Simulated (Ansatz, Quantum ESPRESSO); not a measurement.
# Predicting the next point of a tunnelling series: a Si chain with one bond drawn out

**Set-up.** Quantum ESPRESSO 7.5 (pw.x, pwcond.x), LDA, GBRV ultrasoft; geometry as built. T is the transmission per spin at the Fermi level. The series steps the stretch of one bond.

| added stretch (Å) | T |
| --- | --- |
| 0.5 | 2.34 |
| 1.2 | 0.778 |
| 2 | 0.125 |
| 3 | 0.0105 |

One more run was made and is withheld. What is T at 4 Å?

**Worked estimate.** In the tunnelling regime ln T falls linearly. The last two rows give a slope of ln(0.125/0.0105)/(3 − 2) = 2.477 per Å, so T(4) ≈ 0.0105 × exp(−2.477 × 1) = 0.000882.

**Check.** T = 0.000868; the estimate is 1.02 times that. The slope over the last interval is 2.497: the same within 8 %. A second code, Ansatz 0.2.0, gives 0.000773.

Caveats: Short leads, unrelaxed atoms, a barrier without the image potential.
